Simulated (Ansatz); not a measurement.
# Heat carried by phonons in PbS (Galena, Fm-3m), part 2 of 2

Aim: the lattice thermal conductivity of PbS (Galena) against temperature, and which phonons carry it.

What experiment has found for this phase:
- thermal conductivity 2.9 W/m/K near room temperature (given in “Combining the AFLOW GIBBS and Elastic Libraries to efficiently and robustly screen thermo-mechanical properties of solids”, 2017, arXiv:1611.05714)
- thermal conductivity 2.9 W/m/K near room temperature (given in “Predicting the lattice thermal conductivity of solids by solving the Boltzmann transport equation: AFLOW - AAPL an automated, accurate and efficient framework”, 2017, arXiv:1611.05481)

Ansatz 0.2.0; DFT LDA, scalar-relativistic, plane waves, PAW; PAW set soft_1.

So far. Step 2 (Probe on a coarse mesh): The start is under -2.6 GPa at this level and looks like an insulator or semiconductor on this mesh. Step 4 (Tight relaxation): The residual pressure is -0.0018 GPa, small enough for phonons. The relaxed cell has a = 5.846 Å (conventional setting).

The database entry behind the starting cell differs from later determinations by our own check (about 0.1 % short), so it need not match the best structure at ambient conditions.

## (5) Anharmonic force constants and conductivity

The supercell must be wider than twice the pair cutoff, and the number of displaced cells grows with the pairs inside it, which is where the cost lies.

Contents of input.yaml:

```yaml
crystal:
  lattice:
    - [0.0, 2.9231465012, 2.9231465012]
    - [2.9231465012, 0.0, 2.9231465012]
    - [2.9231465012, 2.9231465012, 0.0]
  atoms:
    - { symbol: Pb, position: [0.0, 0.0, 0.0] }
    - { symbol: S, position: [0.5, 0.5, 0.5] }
kpoints:
  mp_grid: { grid: [12, 12, 12] }
hamiltonian:
  xc: lda
  pseudopotentials: { kind: paw, azcp: { folder: soft_1 }, xc_functional: pbe }
scf:
  occupations: { method: gaussian, width: 0.01 }
  lower_state_search: "off"
output:
  eigenvalues: true
phonons:
  method: fd
  qmesh: [6, 6, 6]
  temperatures: { t_max: 1000, t_step: 50 }
  qpath:
    path:
      - [[0.0, 0.0, 0.0], [0.5, 0.0, 0.5], [0.5, 0.25, 0.75], [0.375, 0.375, 0.75], [0.0, 0.0, 0.0], [0.5, 0.5, 0.5], [0.625, 0.25, 0.625], [0.5, 0.25, 0.75], [0.5, 0.5, 0.5], [0.375, 0.375, 0.75]]
      - [[0.625, 0.25, 0.625], [0.5, 0.0, 0.5]]
    npoints: 10
  third_order: { supercell: [3, 3, 3], pair_cutoff: 5.213 }
  lattice_thermal_conductivity:
    qmesh: [19, 19, 19]
    temperatures: [100.0, 150.0, 200.0, 300.0, 400.0, 500.0, 600.0, 800.0]
    isotope_mass_variance:
      - { species: Pb, variance: 1.944e-05 }
      - { species: S, variance: 0.0001651 }
  dielectric: false
```

Run with:

```sh
$ ansatz run input.yaml --threads 18 --pin off --max-ram 92160MiB --backend cuda --events-out ev --progress --plain --runs-dir out --max-vram 78GiB
```

Numbers of over 12 decimals in the logs are rounded to 6 here.

The log of the run:

```text
Warning: phonons.third_order: as it is cut ahead of every solve, the batch solves 74 displaced supercells where 65 would do. It runs under 324 of the 1296 operations that the crystal's space group holds on the batch's supercell: the batch's rule counts something of the run as laid on the whole of a grid (at basis.xc_grid: 1 a core's charge, or its kinetic-energy density under a functional that reads it; or a nonlocal correlation kernel at every level), which only an operation that permutes or reverses the grid's axes can carry. The force constants lose no accuracy. For the smaller batch, where no nonlocal correlation is read, try basis.xc_grid above 1; [rest of the remark cut]
[...]
Crystal: 12 atoms, lattice volume = 299.732 Å³
Basis set: ecut = 420 eV, 5833 PW (Γ), FFT grids on a1, a1+a2, 2a1+a3
Bands: 84, of which v1, the nominal top of the filled ones, is band 60 counted from 1 (59 counted from 0)
Symmetry: 24 space group operations
k-points: 94 of 288
[...]
SCF iter   1: F=—  HF=-74848.455710 eV  |F-HF|=—  |Δ(HF+E_count)|=         —  Δρ=1.22e-7  dr2=3.40e-11  ethr=1.00e-12  ⟨swp⟩=3.0  Hψ=19682  notcnv=0  defer=18
[...]
SCF iter   2: F=-74848.455710 eV  HF=-74848.455710 eV  |F-HF|=0.00e0  |Δ(HF+E_count)|=  1.46e-11  Δρ=7.10e-8  dr2=9.69e-12  ethr=1.00e-12  ⟨swp⟩=5.1  Hψ=23653  notcnv=0
SCF 1 converged in 2 iterations: F = -74848.455710 eV  dr2 = 9.69e-12
[...]
Symmetry: 1 space group operations
k-points: 148 of 288 (time reversal used)
[...]
SCF 2 converged in 6 iterations: F = -74848.455700 eV  dr2 = 4.28e-12
[...]
SCF 3 converged in 6 iterations: F = -74848.455700 eV  dr2 = 3.83e-12
[...]
symmetry images taken by strict's conditions (phonons.symmetry_images: auto; settled by no image being taken that strict refuses); asymmetry of the core-correction force 3.6e-14 eV/Å at the most on a site, 3.1e-13 eV/Å summed over every site of the supercell
  q = [0.0000, 0.0000, 0.0000] (star 1, supercell 1; hermiticity 1.28e-16, symmetrization 7.87e-6): -0.00 -0.00 0.00 62.01 62.01 62.01
[...]
joined force constants: q→R imaginary residual 3.79e-19
  density of states and harmonic sums: on the 18×18×18 q-mesh, interpolated from the force constants of a 6×6×6 supercell (no non-analytic term)
  largest difference from the sums on the solved wave vectors: F 3.87e-3 eV, S 5.02e-6 and C_V 1.15e-6 eV/K
  zero-point energy: 0.043834 eV/cell   skipped modes (ω ≤ 0): 3   left out of the sums: 8.57e-5 of the cell's modes: C_V's classical limit lies that fraction below 3 k_B per atom; for a crystal, a wire or a layer, F and S can be off by more, and a phonons.interpolated_qmesh denser along its periods is the remedy for the sampling
--- Third-order force constants: 74 member SCFs in a 3×3×3 supercell (pair cutoff 5.213 Å, amplitude 0.03 Å, SCF threshold 1.00e-9 eV, Σ member SCF iterations 518) ---
[...]
sum-rule residual: 4.477e-1 → 1.334e-15 eV/Å³; symmetrization residual: 4.429e-3 eV/Å³; largest sum-rule correction relative to its orbit: 3.259e-1, on the orbit of the block of home site 0 with site 1 of cell (-2, 0, 0) and site 1 of cell (-2, 0, 0), whose norm before the correction was 2.029e-1 eV/Å³
--- Lattice thermal conductivity: 19×19×19 mesh (220 irreducible points), tetrahedron method ---
  three-phonon and isotope scattering only; four-phonon, boundary and, in a metal, phonon-electron scattering are left out
  each conductivity is what the modes' populations carry and what the coherences between them add
  conductivity (a third of the tensor's trace), W/(m K), in the relaxation-time approximation and from the full solution:
       T (K)   relaxation time   full solution  iterations             ending  least Ritz value
      100.00            9.4004         10.1800           7          converged          6.374e-1
      150.00            6.1319          6.6123           7          converged          6.393e-1
      200.00            4.6051          4.9538           7          converged          6.400e-1
      300.00            3.1163          3.3431           7          converged          6.405e-1
      400.00            2.3805          2.5491           7          converged          6.407e-1
      500.00            1.9405          2.0749           7          converged          6.407e-1
      600.00            1.6474          1.7591           7          converged          6.407e-1
      800.00            1.2803          1.3639           7          converged          6.407e-1
```

Wall time 6.6 min (1 × NVIDIA GB200 with 18 threads of Arm Neoverse V2, shared host); peak memory 5.6 GiB.

Numbers from this step:

* Γ frequencies: 0, 0, 0, 62.01, 62.01, 62.01 cm⁻¹ (negative: imaginary)
* lowest frequency on the path: 0 cm⁻¹
* zero-point energy: 0.04383 eV/cell
* point group: m-3m
* highest frequency: 248.4 cm⁻¹
* Debye temperature from the second moment: 250 K
* κ at 300 K (relaxation time): 3.116 W/m/K
* κ at 300 K (full solution): 3.343 W/m/K
* dipole term: none
* mean free path at half of κ: 9.99 nm
* share of κ above the three lowest branches: 0.266
* third-order blocks: 686
* periodic aliases dropped: 168
* largest relative sum-rule correction: 0.3259
* displaced cells, third order: 74

No LO-TO term. Phonon branches along the path, in cm⁻¹:

```csv
point,branch 1,branch 2,branch 3,branch 4,branch 5,branch 6
Γ,0,0,0,62,62,62
halfway,34,34,84,111,111,215
X,41,41,62,88,109,109
halfway,49,60,61,116,120,178
W,56,56,74,124,124,208
halfway,52,59,73,125,142,204
K,50,59,73,124,167,194
halfway,39,48,87,121,190,228
Γ,0,0,0,62,62,62
halfway,41,41,74,173,173,248
L,56,56,109,204,204,238
halfway,54,56,97,178,192,224
U,50,59,73,124,167,194
halfway,52,59,73,125,142,204
W,56,56,74,124,124,208
halfway,54,56,93,172,183,222
L,56,56,109,204,204,238
halfway,54,56,97,178,192,224
K,50,59,73,124,167,194
jump to U,50,59,73,124,167,194
halfway,45,54,61,107,132,149
X,41,41,62,88,109,109
```

The phonon branches as a text plot (rows in cm⁻¹):

```
    243 |                            **                 *
    233 |                    ***       *****          ** **
    223 |  **              **               *        *     *
    212 |    *       **   *         *        *    ***       *
    202 |     *        **               ****  * **    ****   *
    191 |           *    * ***  *      *   **  *      *   **
    181 | *    *          *   *             ***      *     ** *
    171 |                *            *              *       *
    160 |          *    *      *     *         *    *
    150 |                                    *  *   *       * **
    140 |              *            *         *    *
    129 |         *  ***  **    *               ** *         * *
    119 |*    *    **** **  **** *             *  *           * *
    109 |  *** *****            *  *     ***           ***     **
     98 | *       *        **          **   *        **   **
     88 |    **  *        *  *   *           *              *   *
     78 |*  *  *     *****    *  * *  *       *******        *
     67 |  *    *   *                                         *
     57 |        ***********   *  *  *  *************************
     47 | *     * ***  *** **** *   *  *       **            ****
     36 |    *** *           ***     **
     26 |* **                  ***  *
     16 | *                     ** *
      5 |*                        *
         Γ       X    W  K        Γ      L     U  W     L   K|U X
```

W/m/K. Kappa, by row:

```csv
T (K),RTA xx,RTA yy,RTA zz,full xx,full yy,full zz,coherence part xx,coherence part yy,coherence part zz,ending,iterations,least Ritz value
100,9.4,9.4,9.4,10.18,10.18,10.18,0.06219,0.06219,0.06219,converged,7,0.637
150,6.132,6.132,6.132,6.612,6.612,6.612,0.09237,0.09237,0.09237,converged,7,0.639
200,4.605,4.605,4.605,4.954,4.954,4.954,0.1114,0.1114,0.1114,converged,7,0.64
300,3.116,3.116,3.116,3.343,3.343,3.343,0.1337,0.1337,0.1337,converged,7,0.641
400,2.38,2.38,2.38,2.549,2.549,2.549,0.1462,0.1462,0.1462,converged,7,0.641
500,1.941,1.941,1.941,2.075,2.075,2.075,0.1539,0.1539,0.1539,converged,7,0.641
600,1.647,1.647,1.647,1.759,1.759,1.759,0.1588,0.1588,0.1588,converged,7,0.641
800,1.28,1.28,1.28,1.364,1.364,1.364,0.1641,0.1641,0.1641,converged,7,0.641
```

The lattice thermal conductivity by temperature:

```csv
temperature (K),RTA xx (W/m/K),full xx (W/m/K)
100,9.4,10.2
150,6.13,6.61
200,4.61,4.95
300,3.12,3.34
400,2.38,2.55
500,1.94,2.08
600,1.65,1.76
800,1.28,1.36
```

The modes has structure finer than the step of the table below, so its rows give means over 10 cm⁻¹, whole bins alone (the curve runs from -10 to 266 cm⁻¹). Peaks (cm⁻¹: height): Pb 54.2: 0.145, 81.9: 0.0353; S 128.8: 0.0374, 140.9: 0.0275, 158.3: 0.0285, 172.1: 0.0261, 194.7: 0.0332, 227.7: 0.0288.

Phonopy on the run's constants, 17x17x17 mesh, Gaussian sigma 2.0 cm⁻¹. Table of modes by wavenumber; means over each step; values in 1/cm⁻¹/cell:

```csv
wavenumber (cm⁻¹),Pb,S
0,5.1e-5,8.7e-6
10,5.6e-4,5.4e-5
20,0.00345,2.6e-4
30,0.0105,6.2e-4
40,0.0366,0.00137
50,0.104,0.00166
60,0.0485,6.2e-4
70,0.0141,6.0e-4
80,0.0308,0.00199
90,0.0292,0.00156
100,0.0129,0.00161
110,0.00220,0.00617
120,9.5e-4,0.0208
130,0.00124,0.0284
140,9.6e-4,0.0214
150,6.4e-4,0.0149
160,8.1e-4,0.0220
170,5.3e-4,0.0201
180,5.0e-4,0.0238
190,3.6e-4,0.0301
200,1.8e-4,0.0267
210,2.1e-4,0.0186
220,3.3e-4,0.0233
230,6.2e-4,0.0257
240,3.5e-4,0.00709
250,4.1e-5,5.0e-4
260,0,2.0e-7
```

Distinct triplets, nearest first. Third order norms, by row:

```csv
sites,side 1 (Å),side 2 (Å),side 3 (Å),norm of the 27 components (eV/Å³)
Pb-Pb-Pb,0,0,0,0
S-S-S,0,0,0,0
Pb-S-S,0,2.92,2.92,6.554
Pb-S-Pb,0,2.92,2.92,7.06
Pb-S-S,2.92,2.92,4.13,0.506
Pb-S-Pb,2.92,2.92,4.13,0.717
Pb-Pb-Pb,0,4.13,4.13,1.145
Pb-Pb-Pb,4.13,4.13,4.13,0.116
S-S-S,0,4.13,4.13,0.654
S-S-S,4.13,4.13,4.13,0.062
Pb-S-S,2.92,4.13,5.06,0.115
Pb-S-Pb,2.92,4.13,5.06,0.098
Pb-S-S,0,5.06,5.06,0.22
Pb-S-Pb,0,5.06,5.06,0.134
```

RTA, 300 K. Kappa by branch, by row:

```csv
branch (by rank),mean frequency (THz),mean rms speed (km/s),median lifetime (ps),share of kappa
1,1.4,0.68,6.55,0.399
2,1.52,0.67,2.86,0.187
3,2.49,1.31,1.55,0.148
4,4.31,3.26,0.297,0.107
5,5.08,2.98,0.275,0.092
6,6.4,2.21,0.259,0.067
```

Table of spectral kappa at 300 K by frequency; read off at these points; values in W/m/K/THz:

```csv
frequency (THz),relaxation time (W/m/K/THz),full solution (W/m/K/THz)
0.10,0,0
0.50,1.93,1.94
0.90,0.943,1.01
1.10,1.01,1.1
1.50,1.12,1.30
1.90,0.243,0.273
2.30,0.370,0.448
2.50,0.288,0.342
2.90,0.102,0.106
3.30,0.101,0.0936
3.70,0.287,0.253
3.90,0.267,0.233
4.30,0.324,0.308
4.50,0.566,0.595
4.70,0.371,0.423
5.10,0.324,0.421
5.30,0.123,0.178
5.70,0.142,0.196
6.10,0.140,0.150
6.50,0.0845,0.0817
6.70,0.0542,0.0491
7.10,0.0201,0.0253
7.50,1.3e-4,3.1e-4
```

Relaxation-time solution. Share of κ carried by shorter paths against mean free path:

```csv
mean free path (nm),100 K,300 K,800 K
0.316,0,0.003,0.052
0.464,0,0.012,0.139
0.681,0.001,0.032,0.257
1.47,0.01,0.181,0.378
2.15,0.019,0.274,0.422
3.16,0.05,0.335,0.479
4.64,0.119,0.389,0.537
10,0.247,0.5,0.614
14.7,0.299,0.549,0.668
21.5,0.351,0.584,0.721
31.6,0.408,0.634,0.744
68.1,0.534,0.724,0.789
100,0.569,0.753,0.822
147,0.624,0.768,0.841
215,0.701,0.791,0.841
464,0.749,0.84,0.893
681,0.779,0.84,1
1000,0.81,0.891,1
1470,0.831,0.928,1
3160,0.885,1,1
4640,0.923,1,1
6810,1,1,1
```

300 K; a sample spread over frequency. Mode lifetimes, by row, the first 40 of 90 rows:

```csv
q1,q2,q3,branch,frequency (THz),rms speed (km/s),three-phonon rate (1/ps),isotope rate (1/ps),lifetime (ps),mean free path (nm)
0,0.0526,0.0526,1,0.314,1.38,9.47e-4,4.30e-8,1060,1460
0,0,0.1053,2,0.652,1.84,0.139,3.61e-6,7.19,13.3
0,0.1053,0.2105,1,0.876,1.28,0.134,1.43e-5,7.45,9.57
0.0526,0.1053,0.2632,1,0.982,1.32,0.146,2.58e-5,6.84,9
0,0.1053,0.2632,1,1.071,1.21,0.273,4.28e-5,3.66,4.42
0,0.3158,0.3158,2,1.149,0.41,0.0287,6.63e-5,34.8,14.4
0.1053,0.2632,0.3684,1,1.207,0.82,0.0259,9.50e-5,38.5,31.6
0,0.4211,0.4211,2,1.245,0.06,0.0523,1.31e-4,19.1,1.08
0.0526,0.3684,0.4211,2,1.286,0.83,0.117,1.77e-4,8.53,7.12
0,0.4211,0.4737,2,1.315,1.02,0.0639,2.09e-4,15.6,15.9
0.0526,0.3684,0.4737,1,1.341,0.65,0.0963,2.34e-4,10.4,6.71
0,0.2105,0.3684,2,1.376,0.95,0.28,2.70e-4,3.57,3.4
0.0526,0.4211,-0.4211,1,1.415,0.55,0.154,3.23e-4,6.48,3.57
0.0526,0.1579,0.4211,1,1.434,0.87,0.336,3.56e-4,2.97,2.59
0,0.1053,-0.2632,2,1.456,0.79,0.393,3.98e-4,2.54,2
0.1579,0.4211,-0.4211,1,1.487,0.42,0.0438,4.38e-4,22.6,9.46
0,0.4211,-0.4737,2,1.504,1.64,0.0805,4.67e-4,12.3,20.3
0.0526,0.3684,-0.3684,1,1.522,0.46,0.3,5.16e-4,3.33,1.53
0,0,0.3684,1,1.548,0.71,0.381,5.74e-4,2.62,1.87
0.0526,0.2105,-0.3158,1,1.563,0.69,0.183,6.11e-4,5.46,3.75
0.1053,0.3158,-0.2632,1,1.58,0.68,0.0648,7.00e-4,15.3,10.4
0,0.1579,-0.3158,2,1.598,0.4,0.366,8.43e-4,2.72,1.1
0.1579,0.3158,-0.3684,1,1.615,0.37,0.222,0.00129,4.49,1.67
0.1053,0.2632,-0.2632,2,1.625,0.34,0.369,0.00124,2.7,0.91
0,0.2105,-0.3684,1,1.635,0.1,0.358,9.29e-4,2.79,0.265
0.1053,0.2105,-0.4737,2,1.649,0.29,0.384,8.34e-4,2.6,0.747
0.1579,0.3158,-0.4211,2,1.665,0.23,0.376,9.10e-4,2.66,0.611
0.1579,0.3158,-0.3684,2,1.678,0.15,0.275,0.00118,3.61,0.558
0.0526,0.2105,-0.4211,2,1.69,0.08,0.415,8.57e-4,2.41,0.187
0.1053,0.3684,-0.3158,2,1.713,0.43,0.0796,4.22e-4,12.5,5.36
0.1053,0.4211,-0.3158,2,1.762,0.33,0.0717,1.90e-4,13.9,4.6
0.1053,0.4737,-0.3684,3,1.861,1.76,0.289,8.73e-5,3.45,6.08
0,0.1579,0.1579,3,2.036,2.79,0.515,9.26e-5,1.94,5.41
0.0526,0.3684,-0.4211,3,2.132,1.64,0.304,1.37e-4,3.29,5.37
0.1579,0.4211,-0.3158,3,2.26,1.02,0.511,2.47e-4,1.96,1.99
0,0.0526,0.0526,4,2.336,4.09,1.58,1.59e-4,0.633,2.59
0,0.2632,0.3684,3,2.385,0.43,0.619,3.86e-4,1.61,0.691
0.1579,0.3684,-0.4211,3,2.444,1.42,0.454,5.90e-4,2.2,3.12
0.0526,0.2632,0.4737,3,2.491,1.2,0.595,4.32e-4,1.68,2.01
0.0526,0.2105,0.4211,3,2.561,1.08,0.733,4.10e-4,1.36,1.47
```

Without the LO-TO term. Gamma linewidths, by row:

```csv
branch,frequency (cm⁻¹),three-phonon rate (1/ps),isotope rate (1/ps),FWHM (cm⁻¹)
4,62,0.511,2.40e-5,2.71
5,62,0.511,2.40e-5,2.71
6,62,0.511,2.40e-5,2.71
```

W/m/K, third of the trace; RTA populations with a boundary rate v/L added to each mode (Matthiessen's rule). Kappa by grain size, by row:

```csv
T (K),bulk,10 nm,30 nm,100 nm,300 nm,1000 nm,10000 nm,100000 nm
100,9.338,2.478,3.789,5.217,6.358,7.383,8.791,9.266
300,2.983,1.401,1.788,2.141,2.405,2.649,2.922,2.976
600,1.489,0.8338,1.006,1.159,1.276,1.381,1.473,1.487
```

W/m/K, third of the trace; RTA populations with the isotope rates scaled. Kappa by mass disorder, by row:

```csv
T (K),no isotopes,as typed,variance x 3,variance x 10,variance x 30
100,9.386,9.338,9.248,8.968,8.355
300,2.987,2.983,2.973,2.941,2.858
600,1.49,1.489,1.486,1.478,1.456
```

At 300 K the relaxation-time value is 3.12 W/(m K).

## (6) Outcome

* highest frequency: 248.4 cm⁻¹
* Debye temperature from the second moment: 250 K
* κ at 300 K (relaxation time): 3.116 W/m/K
* κ at 300 K (full solution): 3.343 W/m/K
* mean free path at half of κ: 9.99 nm
* share of κ above the three lowest branches: 0.266

What this shows: The lattice of PbS (Galena) conducts 3.34 W/(m K) at 300 K by LDA (mean over directions, full solution). The full solution lies +7 % from the relaxation-time value at 300 K. Above 300 K the relaxation-time κ falls as T^-0.91, near the 1/T law of three-phonon scattering. Grains of 100 nm would keep 72 % of the bulk value at 300 K, and grains of 1 µm 89 %. Removing the natural isotope disorder raises κ at 300 K by 0 %. A measured thermal conductivity near room temperature is 2.9 W/m/K (arXiv:1611.05714); the calculated 3.34 W/m/K differs by +15 %. The relaxed cell is 4 % smaller in volume than the database cell, which stiffens most phonons and usually raises κ; no run here tested that. Four-phonon, defect and boundary scattering, which are left out, would lower the calculated value; thermal expansion is left out too. The dipole–dipole term is absent, so optical branches near the zone centre lack their LO–TO splitting and κ is less certain. In rock-salt chalcogenides of this kind long-range couplings along ⟨100⟩ reach the fourth neighbour, beyond this cutoff, and they lower κ. The sum rules changed one orbit of cubic constants by up to 33 %; by the manual a large change points to a short cutoff or, on a small and distant orbit, to noisy forces. The conductivities include the coherence part between close branches; the shares for grains, isotopes, branches and paths are of the relaxation-time populations alone. Cubic couplings among atoms farther apart than the pair cutoff are dropped, and neither the cutoff nor the q-mesh was shown to be converged here. The PAW files were made for PBE and are used here under another functional, for which the program regenerates the frozen cores.

[Logs are printed without paths, hosts, clocks, repeated set-up lines and the standing remarks that a program may print on its own settings, such as how far it seeks lower states.]

[Hosts, paths, dates, database ids (printed as entryN), source tags and the programs' standing remarks are cut or masked in the printed files.]

[A step with changed settings may run another functional than the one named; its input shows which.]
